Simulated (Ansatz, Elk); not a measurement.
**AlB4W3: X-ray structure factors from the self-consistent density**

The structure of AlB4W3 used here is made up (a known structure type with other elements) and was relaxed beforehand with PBE. The aim is the Fourier transform of its all-electron density, F(hkl), set beside the sum over free spherical atoms that refinements use.

Program: Elk 11.2.3 (patched build). Level of theory: DFT, PBE, all-electron APW+lo, Dirac cores, scalar-relativistic bands, static density, no spin. Results are calculated unless marked as measured.

The structure was built from a prototype and need not be the compound's stable phase.

### Step 1. The starting structure

It takes space group Pmmm (No. 47, orthorhombic). The conventional cell has a = 3.086 Å, b = 3.184 Å, c = 8.400 Å, α = 90.00°, β = 90.00°, γ = 90.00°. W has 12 B at 2.39 to 2.45 Å nearest. Nearest to W lie 6 B at 2.29 to 2.32 Å. Nearest to Al lie 2 B at 2.33 Å. Nearest to B lie 3 B at 1.79 to 1.82 Å and 6 W at 2.29 to 2.39 Å. Nearest to B lie 2 B at 1.82 Å and 6 W at 2.32 to 2.45 Å and 1 Al at 2.33 Å. Farther neighbours are not listed.

As a file:

```cif
data_structure
_symmetry_space_group_name_H-M 'Pmmm'
_symmetry_Int_Tables_number 47
_cell_length_a 3.0863
_cell_length_b 3.1841
_cell_length_c 8.4001
_cell_angle_alpha 90.000
_cell_angle_beta 90.000
_cell_angle_gamma 90.000
_cell_volume 82.55
loop_
_atom_site_label
_atom_site_type_symbol
_atom_site_symmetry_multiplicity
_atom_site_Wyckoff_symbol
_atom_site_fract_x
_atom_site_fract_y
_atom_site_fract_z
_atom_site_occupancy
W1 W 1 b 0.50000 0.00000 0.00000 1
W2 W 2 q 0.00000 0.00000 0.69681 1
Al1 Al 1 h 0.50000 0.50000 0.50000 1
B1 B 2 r 0.00000 0.50000 0.89328 1
B2 B 2 t 0.50000 0.50000 0.77769 1
```

### Step 2. Ground state and structure factors

An all-electron density is needed, since X-rays see the cores too. Task 0 finds the density and task 195 Fourier-transforms it; tshift is off so that phases refer to the origin typed.

elk.in reads:

```
tasks
  0
  195

xctype
  20

spinpol
  .false.

rgkmax
  7.0

gmaxvr
  14.0

lmaxo
  7

lmaxapw
  8

swidth
  0.002

tshift
  .false.

ramdisk
  .false.

hmaxvr
  5.5

maxscl
  120

epspot
  1e-06

sppath
  './'

avec
  5.83218386108 -0.00000000000 -0.00000000000
  -0.00000000000 6.01702347341 -0.00000000000
  -0.00000000000 -0.00000000000 15.87385430287

atoms
  3
  'W.in'
  3
  0.5000000000 -0.0000000000 -0.0000000000   0.000000 0.000000 0.000000
  0.0000000000 0.0000000000 0.6968133592   0.000000 0.000000 0.000000
  0.0000000000 -0.0000000000 0.3031866408   0.000000 0.000000 0.000000
  'Al.in'
  1
  0.5000000000 0.5000000000 0.5000000000   0.000000 0.000000 0.000000
  'B.in'
  4
  -0.0000000000 0.5000000000 0.8932750709   0.000000 0.000000 0.000000
  -0.0000000000 0.5000000000 0.1067249291   0.000000 0.000000 0.000000
  0.5000000000 0.5000000000 0.7776872972   0.000000 0.000000 0.000000
  0.5000000000 0.5000000000 0.2223127028   0.000000 0.000000 0.000000

ngridk
  7 7 3
```

Started as:

```bash
$ OMP_NUM_THREADS=4 elk
```

Numbers of over 12 decimals in the logs are rounded to 6 here.

Log:

```text
┌─────────────────────────┐
│ Elk code version 11.2.3 │
└─────────────────────────┘

All units are atomic (Hartree, Bohr, etc.)

┌─────────────────────────────────────────────────┐
│ Ground-state run starting from atomic densities │
└─────────────────────────────────────────────────┘

Lattice vectors :
   5.832183861      -0.000000000      -0.000000000
  -0.000000000       6.017023473      -0.000000000
  -0.000000000      -0.000000000       15.87385430

Reciprocal lattice vectors :
   1.077329772       0.000000000       0.000000000
   0.000000000       1.044234801       0.000000000
   0.000000000       0.000000000      0.3958197667

Unit cell volume      :    557.0514414
Brillouin zone volume :   0.4452913950

Muffin-tin inner radius fraction :   0.1000000000E-01

Nuclei treated as point charges

Species : 1 (W)
 parameters loaded from : W.in
 name : tungsten
 nuclear charge    :   -74.00000000
 electronic charge :    74.00000000
 atomic mass :    335119.8193
 muffin-tin radius :    2.607180332
 number of radial points in muffin-tin :   1393
 inner part over the whole radius :   0.9989184459E-02
 number on inner part of muffin-tin    :    998
 approximate nuclear radius :   0.1010025921E-03
 number of mesh points to nuclear radius :    522
 atomic positions (lattice), magnetic fields (Cartesian) :
  1 :   0.50000000  0.00000000  0.00000000    0.00000000  0.00000000  0.00000000
  2 :   0.00000000  0.00000000 -0.30318664    0.00000000  0.00000000  0.00000000
  3 :   0.00000000  0.00000000  0.30318664    0.00000000  0.00000000  0.00000000

Species : 2 (Al)
 parameters loaded from : Al.in
 name : aluminium
 nuclear charge    :   -13.00000000
 electronic charge :    13.00000000
 atomic mass :    49184.33496
 muffin-tin radius :    2.200000000
 number of radial points in muffin-tin :    793
 inner part over the whole radius :   0.9821194981E-02
 number on inner part of muffin-tin    :    552
 approximate nuclear radius :   0.5839653600E-04
 number of mesh points to nuclear radius :    244
 atomic positions (lattice), magnetic fields (Cartesian) :
  1 :   0.50000000  0.50000000  0.50000000    0.00000000  0.00000000  0.00000000

Species : 3 (B)
 parameters loaded from : B.in
 name : boron
 nuclear charge    :   -5.000000000
 electronic charge :    5.000000000
 atomic mass :    19707.24742
 muffin-tin radius :    1.669135975
 number of radial points in muffin-tin :    593
 inner part over the whole radius :   0.9953088311E-02
 number on inner part of muffin-tin    :    404
 approximate nuclear radius :   0.4534157419E-04
 number of mesh points to nuclear radius :    162
 atomic positions (lattice), magnetic fields (Cartesian) :
  1 :   0.00000000  0.50000000 -0.10672493    0.00000000  0.00000000  0.00000000
  2 :   0.00000000  0.50000000  0.10672493    0.00000000  0.00000000  0.00000000
  3 :   0.50000000  0.50000000 -0.22231270    0.00000000  0.00000000  0.00000000
  4 :   0.50000000  0.50000000  0.22231270    0.00000000  0.00000000  0.00000000

Total number of atoms per unit cell :    8
Total muffin-tin volume :    345.2191857
 ratio of muffin-tin to unit cell volume :   0.6197258637

Spin treatment :
 spin-unpolarised

Number of Bravais lattice symmetries :    8
Number of crystal symmetries         :    8
Crystal has inversion symmetry
Real symmetric eigensolver will be used

k-point grid :      7     7     3
k-point offset :    0.000000000       0.000000000       0.000000000
k-point set is reduced with full crystal symmetry group
Total number of k-points :       32

Muffin-tin radius times maximum |G+k| :    7.000000000
 using average radius
Maximum |G+k| for APW functions       :    3.353678002
Maximum (1/2)|G+k|²                   :    5.623578071
Maximum |G| for potential and density :    14.00000000
Constant for pseudocharge density :    9
 order of it for each species :   16  16  16
 order of it for pair densities of each species (exact exchange by exxq0 0: 17) :   15  11   5
Radial integration step length :    1

[...]
electron entropic           :    -0.66839588531594E-03
 total energy                :     -48845.994784578

Density of states at Fermi energy :    48.59388741
 (states/Hartree/unit cell)

Estimated indirect band gap :   0.1233411092E-02
 from k-point 5 to k-point 18
Estimated direct band gap   :   0.5299683260E-02
 at k-point 21

Charges :
 core                        :    150.0000000
 valence                     :    105.0000000
 interstitial                :    11.06666104
 muffin-tins (core leakage)
  species : 1 (W)
[...]
species : 2 (Al)
[...]
species : 3 (B)
[...]
total in muffin-tins        :    243.9333390
 total calculated charge     :    254.9977079
 total charge                :    255.0000000
 error                       :   0.2292105748E-02

RMS change in Kohn-Sham potential (target) :    3.297236485     (  0.1000000000E-05)
Absolute change in total energy (target)   :    3.627398021     (  0.1000000000E-03)

[... loops 3 to 18 left out ...]

┌──────────────────┐
│ Loop number : 19 │
└──────────────────┘

Energies :
 Fermi                       :     0.513169
 sum of occupied eigenvalues :     -29844.973214915
 electron kinetic            :      54984.933416537
 core electron kinetic       :      52989.885449773
 Coulomb                     :     -102814.22945458
 Coulomb potential           :     -83507.331317703
 nuclear-nuclear             :     -4429.4631825514
 electron-nuclear            :     -113350.78042036
 Hartree                     :      14966.014148324
 Madelung                    :     -61060.563795732
 xc potential                :     -1322.5753137493
 exchange                    :     -996.56923302306
 correlation                 :     -14.832308495810
 electron entropic           :    -0.67301812412474E-03
 total energy                :     -48840.698252583

Density of states at Fermi energy :    49.62670315
 (states/Hartree/unit cell)

Estimated indirect band gap :   0.5239590170E-03
 from k-point 21 to k-point 6
Estimated direct band gap   :   0.1290675459E-01
 at k-point 4

Charges :
 core                        :    150.0000000
 valence                     :    105.0000000
 interstitial                :    10.56835160
 muffin-tins (core leakage)
  species : 1 (W)
[...]
species : 2 (Al)
[...]
species : 3 (B)
[...]
total in muffin-tins        :    244.4316484
 total calculated charge     :    254.9979095
 total charge                :    255.0000000
 error                       :   0.2090499214E-02

RMS change in Kohn-Sham potential (target) :   0.2598069112E-06 (  0.1000000000E-05)
Absolute change in total energy (target)   :   0.3404534800E-04 (  0.1000000000E-03)

Convergence targets achieved

┌──────────────────┐
│ Loop number : 20 │
└──────────────────┘

Energies :
 Fermi                       :     0.513169
 sum of occupied eigenvalues :     -29844.973207919
 electron kinetic            :      54984.933417345
 core electron kinetic       :      52989.885452682
 Coulomb                     :     -102814.22944923
 Coulomb potential           :     -83507.331325640
 nuclear-nuclear             :     -4429.4631825514
 electron-nuclear            :     -113350.78040161
 Hartree                     :      14966.014134927
 Madelung                    :     -61060.563786412
 xc potential                :     -1322.5752996244
 exchange                    :     -996.56923277313
 correlation                 :     -14.832308493232
 electron entropic           :    -0.67301789761643E-03
 total energy                :     -48840.698246171

Density of states at Fermi energy :    49.62668159
 (states/Hartree/unit cell)

Estimated indirect band gap :   0.5239707105E-03
 from k-point 21 to k-point 6
Estimated direct band gap   :   0.1290674775E-01
 at k-point 4

Charges :
 core                        :    150.0000000
 valence                     :    105.0000000
 interstitial                :    10.56835172
 muffin-tins (core leakage)
  species : 1 (W)
[...]
species : 2 (Al)
[...]
species : 3 (B)
[...]
atom 2                    :    3.807659852     (  0.1725851283E-03)
   atom 3                    :    3.745688109     (  0.1708220463E-03)
   atom 4                    :    3.745688109     (  0.1708220463E-03)
 total in muffin-tins        :    244.4316483
 total calculated charge     :    254.9979095
 total charge                :    255.0000000
 error                       :   0.2090499152E-02

┌──────────────────────────────┐
│ Self-consistent loop stopped │
└──────────────────────────────┘

Warning : core states of species 2 leak from the muffin-tin :   0.4771236149E-03

Warning : core states of species 3 leak from the muffin-tin :   0.1725851283E-03

Wrote STATE.OUT
```

It took 78 s on 4 threads of Arm Neoverse V2, shared host; peak memory 0.28 GiB; 4.5 min of CPU time.

SFACRHO.OUT:

```text

h k l indices transformed by vhmat matrix:
   1.000000000       0.000000000       0.000000000    
   0.000000000       1.000000000       0.000000000    
   0.000000000       0.000000000       1.000000000    

      h      k      l  multipl.   |H|            Re(F)            Im(F)           |F|

      0      0      0      1   0.0000000       255.00000      0.99749917E-16   255.00000    
      0      0     -1      2  0.39581977       21.488961     -0.28989906E-13   21.488961    
      0      0     -2      2  0.79163953      -33.896144     -0.50490754E-13   33.896144    
      0      1      0      2   1.0442348       173.28441      0.22030144E-14   173.28441    
      1      0      0      2   1.0773298       55.470147      0.94140294E-14   55.470147    
      0     -1      1      4   1.1167361       25.712223      0.12803875E-13   25.712223    
     -1      0      1      4   1.1477424      -93.053922      0.36237383E-14   93.053922    
      0      0      3      2   1.1874593       156.44226     -0.71025271E-13   156.44226    
      0      1     -2      4   1.3103891      -40.666355     -0.66918367E-13   40.666355    
     -1      0      2      4   1.3369116      -162.35704      0.57979813E-13   162.35704    
      1     -1      0      4   1.5003552       69.126377      0.65825691E-14   69.126377    
     -1     -1     -1      8   1.5516891      -110.91836     -0.27781994E-13   110.91836    
      0     -1      3      4   1.5812925       173.15103     -0.10726265E-12   173.15103    
      0      0      4      2   1.5832791       95.152277     -0.53148162E-13   95.152277    
     -1      0      3      4   1.6033400       49.391239     -0.10798740E-12   49.391239    
     -1      1      2      8   1.6963959      -147.22399      0.38411626E-13   147.22399    
      0      1      4      4   1.8966283       75.188143     -0.24641420E-13   75.188143    
     -1      1      3      8   1.9134067       30.291965     -0.73441096E-13   30.291965
```

Elk indexes on the primitive cell of elk.in and gives |H| = 4π sin θ/λ in inverse bohr. Below, one row stands for each form hkl of the conventional cell (m members, Friedel mates merged), F is for one primitive cell and the density is static (no thermal factor). Free-atom factors are Waasmaier and Kirfel's, and R is Σm||F|−|F'||/Σm|F|.

```tsv
hkl	m	sin θ/λ (Å⁻¹)	abs F, DFT	neutral atoms	diff.
001	2	0.059	21.489	21.482	+0.007
002	2	0.119	33.896	33.608	+0.288
010	2	0.157	173.284	174.086	-0.802
100	2	0.162	55.470	55.437	+0.033
011	4	0.168	25.712	26.125	-0.412
101	4	0.173	93.054	93.471	-0.417
003	2	0.179	156.442	157.032	-0.590
012	4	0.197	40.666	41.034	-0.368
102	4	0.201	162.357	163.251	-0.894
110	4	0.226	69.126	69.459	-0.333
111	8	0.233	110.918	111.181	-0.263
013	4	0.238	173.151	173.650	-0.499
004	2	0.238	95.152	95.557	-0.404
103	4	0.241	49.391	49.775	-0.384
```

### Step 3. The highest occupied states alone

An energy window below the Fermi level keeps the highest occupied states, to see at which angles they scatter; shallow core shells can lie inside it and anion s states outside. No new self-consistency is needed.

Edit elk.in of step 2 so:

```diff
@@ -1,3 +1,2 @@
 tasks
-  0
   195
@@ -40,2 +39,5 @@
 
+wsfac
+  -0.038070 0.813170
+
 sppath
```

Started as:

```bash
$ OMP_NUM_THREADS=4 elk
```

Log:

```text
┌─────────────────────────────────┐
│ Elk code version 11.2.3 started │
└─────────────────────────────────┘

Info(readinput): the functional depends on the density's gradient
 muffin-tin radial points multiplied by    2.00000
 (not where nrmtscf is given)

┌────────────────────┐
│ Current task : 195 │
└────────────────────┘
Info(checkmt): changed muffin-tin radius of species 1 (W) from   2.8000 to   2.6072
Info(checkmt): changed muffin-tin radius of species 3 (B) from   1.8000 to   1.6691

Info(sfacrho): density structure factors written to SFACRHO.OUT

 Energy window :  -0.3807000000E-01  0.8131700000

┌──────────────────┐
│ Elk code stopped │
└──────────────────┘
```

Elapsed: 13 s, on 4 threads; peak memory 0.16 GiB.

States within 15 eV below the Fermi level hold 32.96 electrons; any levels below the window count with the cores. Their amplitudes can exceed the total, where window and core parts have opposite phase:

```tsv
hkl	sin θ/λ (Å⁻¹)	abs F, window	abs F, all
001	0.059	4.357	21.489
002	0.119	3.398	33.896
010	0.157	0.661	173.284
100	0.162	1.319	55.470
011	0.168	1.566	25.712
101	0.173	0.482	93.054
003	0.179	1.113	156.442
012	0.197	0.694	40.666
102	0.201	0.198	162.357
110	0.226	0.488	69.126
```

### Step 4. Another try

In this try the input is made faulty on purpose, to show what that does.

The input is changed as shown.

Edit elk.in of step 3 so:

```diff
@@ -1,2 +1,3 @@
 tasks
+  0
   195
@@ -39,5 +40,2 @@
 
-wsfac
-  -0.038070 0.813170
-
 sppath
@@ -67,3 +65,3 @@
 
-ngridk
+ngrid
   7 7 3
```

Started as:

```bash
$ OMP_NUM_THREADS=4 elk
```

Log:

```text
┌─────────────────────────────────┐
│ Elk code version 11.2.3 started │
└─────────────────────────────────┘

Error(readinput): invalid block name : ngrid
```

Elapsed: 0.01 s, on 4 threads; peak memory 0.16 GiB.

The input was rejected at the start.

The program's message: “Error(readinput): invalid block name : ngrid”

A key was misspelt on purpose.

### Step 5. Another functional

The difference from free atoms is small, so it is set against the change that LDA (Perdew-Wang) makes.

Edit elk.in of step 4 so:

```diff
@@ -5,3 +5,3 @@
 xctype
-  20
+  3
 
@@ -65,3 +65,3 @@
 
-ngrid
+ngridk
   7 7 3
```

Started as:

```bash
$ OMP_NUM_THREADS=4 elk
```

Log:

```text
┌─────────────────────────┐
│ Elk code version 11.2.3 │
└─────────────────────────┘

All units are atomic (Hartree, Bohr, etc.)

┌─────────────────────────────────────────────────┐
│ Ground-state run starting from atomic densities │
└─────────────────────────────────────────────────┘

Lattice vectors :
   5.832183861      -0.000000000      -0.000000000
  -0.000000000       6.017023473      -0.000000000
  -0.000000000      -0.000000000       15.87385430

Reciprocal lattice vectors :
   1.077329772       0.000000000       0.000000000
[...]
species : 3 (B)
[...]
atom 3                    :    3.745315292     (  0.1822830640E-03)
   atom 4                    :    3.745315292     (  0.1822830640E-03)
 total in muffin-tins        :    244.5365740
 total calculated charge     :    254.9978206
 total charge                :    255.0000000
 error                       :   0.2179418868E-02

┌──────────────────────────────┐
│ Self-consistent loop stopped │
└──────────────────────────────┘

Warning : core states of species 2 leak from the muffin-tin :   0.5050576382E-03

Warning : core states of species 3 leak from the muffin-tin :   0.1842432862E-03

Wrote STATE.OUT
[key lines of the parts left out:]
total energy                :     -48810.678240113
```

Elapsed: 48 s, on 4 threads; peak memory 0.21 GiB.

Against the first run R = 0.03 %; the largest change is -0.054 at 115.

### Step 6. A coarser k-mesh

About half the k-points along each axis test the sampling.

Edit elk.in of step 5 so:

```diff
@@ -5,3 +5,3 @@
 xctype
-  3
+  20
 
@@ -66,2 +66,2 @@
 ngridk
-  7 7 3
+  4 4 2
```

Started as:

```bash
$ OMP_NUM_THREADS=4 elk
```

Log:

```text
┌─────────────────────────┐
│ Elk code version 11.2.3 │
└─────────────────────────┘

All units are atomic (Hartree, Bohr, etc.)

┌─────────────────────────────────────────────────┐
│ Ground-state run starting from atomic densities │
└─────────────────────────────────────────────────┘

Lattice vectors :
   5.832183861      -0.000000000      -0.000000000
  -0.000000000       6.017023473      -0.000000000
  -0.000000000      -0.000000000       15.87385430

Reciprocal lattice vectors :
   1.077329772       0.000000000       0.000000000
[...]
species : 3 (B)
[...]
atom 3                    :    3.745481556     (  0.1708246836E-03)
   atom 4                    :    3.745481556     (  0.1708246836E-03)
 total in muffin-tins        :    244.4294107
 total calculated charge     :    254.9980153
 total charge                :    255.0000000
 error                       :   0.1984688498E-02

┌──────────────────────────────┐
│ Self-consistent loop stopped │
└──────────────────────────────┘

Warning : core states of species 2 leak from the muffin-tin :   0.4771523438E-03

Warning : core states of species 3 leak from the muffin-tin :   0.1725935168E-03

Wrote STATE.OUT
[key lines of the parts left out:]
total energy                :     -48840.695688740
```

Elapsed: 51 s, on 4 threads; peak memory 0.3 GiB.

Against the first run R = 0.01 %; the largest change is +0.056 at 020.

### Step 7. Settings against the effect

```tsv
run	R against the first run (%)	R against neutral atoms, low angle (%)	wall time
PBE, rgkmax 7	0.00	0.37	78 s
LDA (Perdew-Wang)	0.03	0.36	48 s
k-mesh 4×4×2	0.01	0.37	51 s
```

### Step 8. Results

* R against neutral atoms, sin θ/λ < 0.3 Å⁻¹: 0.37 %
* R against neutral atoms, 0.3 to 0.67 Å⁻¹: 0.14 %

What this shows: Independent neutral atoms miss the calculated amplitudes by R = 0.37 % below 0.3 Å⁻¹ and 0.14 % from there to 0.67 Å⁻¹; by shells, 0.53 % below 0.15 Å⁻¹ (2 forms), 0.36 % 0.15 to 0.3 (17 forms), 0.08 % 0.3 to 0.45 (33 forms), 0.16 % above 0.45 (97 forms). Bonding, aspherical density and the tables' own atoms all enter these figures, and the runs don't part them. The largest change of an amplitude is -0.89 electrons, at 102. The window's part falls from 33.0 electrons at the origin to at most 0.28 between 0.45 and 0.67 Å⁻¹. Below 0.3 Å⁻¹ the changes that finished (LDA (Perdew-Wang) and k-mesh 4×4×2) move F by R = 0.01 % at most, against the 0.37 % that separates it from free atoms. The basis has no finished test. These runs have no spin, though d or f shells may be open. Spin-orbit coupling is left out, which can matter for elements this heavy. Part of the difference isn't bonding: the tables are fits to free atoms and ions calculated by other methods than this functional. Thermal motion, anomalous dispersion and extinction are left out.

[Logs are printed without paths, hosts, clocks, repeated set-up lines and the standing remarks that a program may print on its own settings, such as how far it seeks lower states.]

[Hosts, paths, dates, database ids (printed as entryN), source tags and the programs' standing remarks are cut or masked in the printed files.]
